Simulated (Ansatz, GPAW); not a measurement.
# How SrH2S2 (model structure) absorbs and reflects light, part 2 of 3

Wanted: where SrH2S2 (model structure) starts to absorb, how strongly, and its refractive index. The structure is a model built here, which may or may not match a known phase. It was built so: All Ca replaced by Sr and O replaced by S in the P-3m1 structure of CaH2O2. The cell is first relaxed with Ansatz.

GPAW 26.7.0; DFT, LDA, plane-wave PAW (GPAW data sets), scalar-relativistic, RPA, optical limit.

So far: Starting point; Relaxation.

### 3. Ground state

First the ground state: is it a metal or has it a gap?

This step: DFT, LDA, plane-wave PAW (GPAW data sets), scalar-relativistic, ground state (GPAW 26.7.0).

gs.py reads:

```python
from ase import Atoms
from ase.dft.bandgap import bandgap
from gpaw import GPAW, PW, FermiDirac

atoms = Atoms(['Sr', 'S', 'S', 'H', 'H'],
              cell=[[4.521560322914, 0.000000000029, 0.000000000000],
                    [-2.260780161482, 3.915786104373, 0.000000000000],
                    [0.000000000000, 0.000000000000, 5.630942831600]],
              scaled_positions=[[1.000000000000, 1.000000000000, 0.000000000000],
                                [0.666666666667, 0.333333333333, 0.240158317300],
                                [0.333333333333, 0.666666666667, 0.759841682700],
                                [0.666666666667, 0.333333333333, 0.481692329500],
                                [0.333333333333, 0.666666666667, 0.518307670500]],
              pbc=[True, True, True])
atoms.calc = GPAW(mode=PW(450), xc='LDA', kpts={'size': (6, 6, 4), 'gamma': True},
                  occupations=FermiDirac(0.05), maxiter=150, txt='gs.txt')
print('energy (eV)', atoms.get_potential_energy())
print('Fermi level (eV)', atoms.calc.get_fermi_level())
print('valence electrons', atoms.calc.get_number_of_electrons())
print('gap (eV)', bandgap(atoms.calc, output=None)[0])
print('direct gap (eV)', bandgap(atoms.calc, direct=True, output=None)[0])
atoms.calc.write('gs.gpw')
```

Run with:

```
OMP_NUM_THREADS=1 python gs.py
```

Numbers of over 12 decimals in the logs are rounded to 6 here.

Output:

```text
__  _  _
 | _ |_)|_||  |
 |__||  | ||/\| - 26.7.0

Versions:
  Python: 3.12.14
  ASE:    3.29.0
  Numpy:  2.5.5
  Scipy:  1.18.1
  Libxc:  7.0.0

Input parameters:
  mode=PW(ecut=450.000000),
  kpts=MonkhorstPack(size=(6, 6, 4), gamma=True),
  maxiter=150,
  occupations=Occupations(name='fermi-dirac', width=0.05, fixmagmom=False),
  xc=XC(name='LDA')

Diagonalizing LCAO Hamiltonian
Converting LCAO to pw mode

        S

        H
            H

            S Sr

Atoms  # Å, Bohr magnetons
|   | symbol |         x |        y |        z |    initial magnetic moments |
| 0 |     Sr |  2.260780 | 3.915786 | 0.000000 | ( 0.0000,  0.0000,  0.0000) |
| 1 |      S |  2.260780 | 1.305262 | 1.352318 | ( 0.0000,  0.0000,  0.0000) |
| 2 |      S | -0.000000 | 2.610524 | 4.278625 | ( 0.0000,  0.0000,  0.0000) |
| 3 |      H |  2.260780 | 1.305262 | 2.712382 | ( 0.0000,  0.0000,  0.0000) |
| 4 |      H | -0.000000 | 2.610524 | 2.918561 | ( 0.0000,  0.0000,  0.0000) |

Unit cell  # Å
| periodic |         x |        y |        z |  lengths |     angles |
|      yes |  4.521560 | 0.000000 | 0.000000 | 4.521560 |  90.000000 |
|      yes | -2.260780 | 3.915786 | 0.000000 | 4.521560 |  90.000000 |
|      yes |  0.000000 | 0.000000 | 5.630943 | 5.630943 | 120.000000 |

Number of symmetries: 12
Symmetry operations  # r_c * U_cc + t_c -> r_c
|    | kind |            matrix            |
|  0 |  σ   |  1, 1, 0,  0,-1, 0,  0, 0, 1 |
|  1 |  S6  |  1, 1, 0, -1, 0, 0,  0, 0,-1 |
|  2 |  E   |  1, 0, 0,  0, 1, 0,  0, 0, 1 |
|  3 |  C2  |  1, 0, 0, -1,-1, 0,  0, 0,-1 |
|  4 |  C2  |  0, 1, 0,  1, 0, 0,  0, 0,-1 |
|  5 |  C3  |  0, 1, 0, -1,-1, 0,  0, 0, 1 |
|  6 |  S6  |  0,-1, 0,  1, 1, 0,  0, 0,-1 |
|  7 |  σ   |  0,-1, 0, -1, 0, 0,  0, 0, 1 |
|  8 |  σ   | -1, 0, 0,  1, 1, 0,  0, 0, 1 |
|  9 |  i   | -1, 0, 0,  0,-1, 0,  0, 0,-1 |
| 10 |  C3  | -1,-1, 0,  1, 0, 0,  0, 0, 1 |
| 11 |  C2  | -1,-1, 0,  0, 1, 0,  0, 0,-1 |

BZ-sampling:
  Number of BZ points: 144
  Number of IBZ points: 24

  Monkhorst-Pack size: [6, 6, 4]
  Monkhorst-Pack shift: [0.083333, 0.083333, 0.125]

K-points  # in reciprocal-cell coordinates
|     |                                coordinates |     weight |
|   0 | (  0.00000000,   0.00000000,   0.00000000) | 0.00694444 |
|   1 | (  0.00000000,   0.00000000,   0.25000000) | 0.01388889 |
|   2 | (  0.00000000,   0.00000000,   0.50000000) | 0.00694444 |
|   3 | (  0.16666667,   0.00000000,  -0.25000000) | 0.04166667 |
|   4 | (  0.16666667,   0.00000000,   0.00000000) | 0.04166667 |
|   5 | (  0.16666667,   0.00000000,   0.25000000) | 0.04166667 |
|   6 | (  0.16666667,   0.00000000,   0.50000000) | 0.04166667 |
|   7 | (  0.33333333,  -0.16666667,   0.00000000) | 0.04166667 |
|   8 | (  0.33333333,  -0.16666667,   0.25000000) | 0.08333333 |
|   9 | (  0.33333333,  -0.16666667,   0.50000000) | 0.04166667 |
| ... |                                            |            |
|  23 | (  0.50000000,   0.50000000,   0.50000000) | 0.02083333 |

Plane wave coefficients: 2178
Cutoff: 450.000000 eV

Spin-components: 1 (collinear spins)
Bands:           15
Projectors:      21
Spin-degeneracy: 2
Datatype:        complex128

Parallelization:
  kpt:    1
  domain: 1
  band:   1

Density:
  Valence electrons: 24.0
  Components: 1
  Grid points: [24 24 28]
  Charge: 0.0  # |e|

Potential:
  Grid points: [24 24 28]

species:
  Sr:
    name:    Strontium
    id:
    Z:       38.0
    valence: 10
    core:    28
    charge:  0.0  # [|e|]
    compensation charges:
      type: gauss
      rc: 0.40  # [Å]
      lmax: 2
    cutoffs:
      filter: 2.39  # [Å]
      core: 1.85  # [Å]
    projectors
    | kind |    occ | energy [eV] | rcut [Å] |
    |   4s |  2.000 |     -40.901 |    1.291 |
    |   5s |  2.000 |      -3.641 |    1.291 |
    |   4p |  6.000 |     -22.864 |    1.291 |
    |    p |        |       4.348 |    1.291 |
    |    d |        |       0.000 |    1.254 |

    Using partial waves for Sr as LCAO basis

  S:
    name:    Sulfur
    id:
    Z:       16.0
    valence: 6
    core:    10
    charge:  0.0  # [|e|]
    compensation charges:
      type: gauss
      rc: 0.24  # [Å]
      lmax: 2
    cutoffs:
      filter: 1.77  # [Å]
      core: 1.66  # [Å]
    projectors
    | kind |    occ | energy [eV] | rcut [Å] |
    |   3s |  2.000 |     -17.278 |    0.974 |
    |   3p |  4.000 |      -7.106 |    0.979 |
    |    s |        |       9.933 |    0.974 |
    |    p |        |      20.105 |    0.979 |
    |    d |        |       0.000 |    0.900 |

    Using partial waves for S as LCAO basis

  H:
    name:    Hydrogen
    id:
    Z:       1.0
    valence: 1
    core:    0
    charge:  0.0  # [|e|]
    compensation charges:
      type: gauss
      rc: 0.15  # [Å]
      lmax: 2
    cutoffs:
      filter: 0.85  # [Å]
      core: 0.53  # [Å]
    projectors
    | kind |    occ | energy [eV] | rcut [Å] |
    |   1s |  1.000 |      -6.353 |    0.476 |
    |    s |        |      20.858 |    0.476 |
    |    p |        |       0.000 |    0.476 |

    Using partial waves for H as LCAO basis

Reference energy: -108070.160867  # eV

eigensolver:
  PPCG
  Converge bands: occupied
  niter=2

density mixing:
  MSR1-Mixer
  Pratt-step length: 0.05
  Maximum mixing coefficient: 0.75
  Old densities: 10
  SVD Regularization: 0.005
  Good broyden scale: 1.0
  Trust region scale: 1.0
  Backstep threshold: 4.0
  History deletion threshold: 6.0
  Fourier metric: weight=20.0, sigma=0.015

occupation numbers:
  Fermi-Dirac:
    width: 0.0500  # eV

poisson solver:
  ecut: 3600.000000  # eV

xc functional:
  name: None

convergence criteria:
- Maximum [total energy] change in last 3 cyles: 0.0005 eV / valence electron
- Maximum integral of absolute [dens]ity change: 0.0001 electrons / valence electron
- Maximum integral of absolute [eigenst]ate change: 4e-08 eV^2 / valence electron
maximum number of iterations: 150

SCF iterations
|iter     |      energy | eigst |  dens |
|iter:   1||  -23.462026 | +0.10 |       |
|iter:   2||  -23.381555 | -1.79 | -0.99 |
|iter:   3||  -22.863924 | -1.51 | -1.02 |
|iter:   4||  -22.850119 | -2.04 | -1.65 |
|iter:   5||  -22.841356 | -2.86 | -1.96 |
|iter:   6||  -22.841896c| -4.32 | -2.31 |
|iter:   7||  -22.841919c| -5.45 | -2.99 |
|iter:   8||  -22.841919c| -6.56 | -3.62 |
|iter:   9||  -22.841919c| -7.63c| -4.28c|

Converged in 9 steps
SCF loop duration: 10.225 s (1.136 s/step)
Energy contributions relative to reference atoms: (reference = -108070.160867)

Energy contributions:
  Kinetic:          25.439455
  Coulomb:         -25.095175
  Zero:             -0.240379
  External:          0.000000
  Xc:              -22.945820
  Entropy:          -0.000000
  Spinorbit:         0.000000
  ----------------------------
  Free energy:     -22.841919
  Extrapolated:    -22.841919

dipole moment: (-8.845072, -15.320113, -22.030489)  # |e|*Ang

Fermi level: 3.085
Eigenvalues  # (at kpt = [0.000, 0.000, 0.000])
| band index |      eig [eV] | occ [0-2] |
|          0 |       -31.437 |     2.000 |
|        ... |               |           |
|          4 |       -10.325 |     2.000 |
|          5 |        -9.259 |     2.000 |
|          6 |        -3.232 |     2.000 |
|          7 |        -1.375 |     2.000 |
|          8 |         0.396 |     2.000 |
|          9 |         0.396 |     2.000 |
|         10 |         1.801 |     2.000 |
|         11 |         1.801 |     2.000 |
|         12 |         5.294 |     0.000 |
|         13 |         5.380 |     0.000 |
|         14 |         6.543 |     0.000 |

Gap: 2.977 eV
Transition (v -> c):
  (s=0, k=0, n=11, [0.00, 0.00, 0.00]) -> (s=0, k=21, n=12, [0.50, 0.50, 0.00])
Direct/indirect transitions are different
Direct gap: 3.493 eV
Transition at: (s=0, k=0, n=11, [0.00, 0.00, 0.00])

--- standard output ---
energy (eV) -22.841919
Fermi level (eV) 3.085492
valence electrons 24.0
gap (eV) 2.977244
direct gap (eV) 3.492969
```

Wall time 12 s (1 thread of Arm Neoverse V2, shared host); peak memory 0.16 GiB.

Read-outs, printed or worked out from the files:

```
energy                 : -22.84 eV
Fermi energy           : 3.085 eV
gap on the k-mesh      : 2.977 eV
direct gap on the mesh : 3.493 eV
electrons              : 24
```

There is a gap, 2.98 eV on this mesh (points off the mesh can give less), so no carriers' term is needed.

### 4. Bands for the response

The response needs many more empty bands than the density does.

This step: DFT, LDA, plane-wave PAW (GPAW data sets), scalar-relativistic, bands at fixed density (GPAW 26.7.0).

nscf.py reads:

```python
from ase.dft.bandgap import bandgap
from gpaw import GPAW, FermiDirac

calc = GPAW('gs.gpw').fixed_density(kpts={'size': (12, 12, 6), 'gamma': True}, nbands=52, convergence={'bands': 46},
                                    occupations=FermiDirac(0.001), txt='nscf.txt')
print('gap (eV)', bandgap(calc, output=None)[0])
print('direct gap (eV)', bandgap(calc, direct=True, output=None)[0])
print('top band over the Fermi level (eV)', min(calc.get_eigenvalues(kpt=k)[45] for k in range(len(calc.get_ibz_k_points()))) - calc.get_fermi_level())
calc.write('full.gpw', mode='all')
```

Run with:

```
OMP_NUM_THREADS=1 python nscf.py
```

Output:

```text
Diagonalizing LCAO Hamiltonian
Converting LCAO to pw mode
convergence criteria:
- Maximum integral of absolute [eigenst]ate change: 4e-08 eV^2 / valence electron
maximum number of iterations: 150

SCF iterations
|iter     |      energy | eigst |  dens |
|iter:   1||             | +3.56 |       |
|iter:   2||             | +2.22 |       |
|iter:   3||             | +1.22 |       |
|iter:   4||             | +0.04 |       |
|iter:   5||             | -0.97 |       |
|iter:   6||             | -1.86 |       |
|iter:   7||             | -2.65 |       |
|iter:   8||             | -3.49 |       |
|iter:   9||             | -4.27 |       |
|iter:  10||             | -5.10 |       |
|iter:  11||             | -5.87 |       |
|iter:  12||             | -6.66 |       |
|iter:  13||             | -7.25 |       |
|iter:  14||             | -7.64c|       |
SCF steps: 14
  __  _  _
 | _ |_)|_||  |
 |__||  | ||/\| - 26.7.0

Versions:
  Python: 3.12.14
  ASE:    3.29.0
  Numpy:  2.5.5
  Scipy:  1.18.1
  Libxc:  7.0.0

Input parameters:
  mode=PW(ecut=450.000000),
  convergence={'bands': 46},
  gpts=array([24, 24, 28]),
  kpts=MonkhorstPack(size=(12, 12, 6), gamma=True),
  maxiter=150,
  nbands=52,
  occupations=Occupations(name='fermi-dirac', width=0.001, fixmagmom=False),
  parallel={},
  xc=XC(name='LDA')

--- standard output ---
gap (eV) 2.977244
direct gap (eV) 3.492969
top band over the Fermi level (eV) 21.326279
```

Elapsed: 3.5 min, on 1 thread; peak memory 0.39 GiB.

[end of part 2 of 3]

[Machine, clock and banner lines and Python warnings are left out of the logs.]

[Logs are printed without paths, hosts, clocks, repeated set-up lines and the standing remarks that a program may print on its own settings, such as how far it seeks lower states.]

[Hosts, paths, dates, database ids (printed as entryN), source tags and the programs' standing remarks are cut or masked in the printed files.]
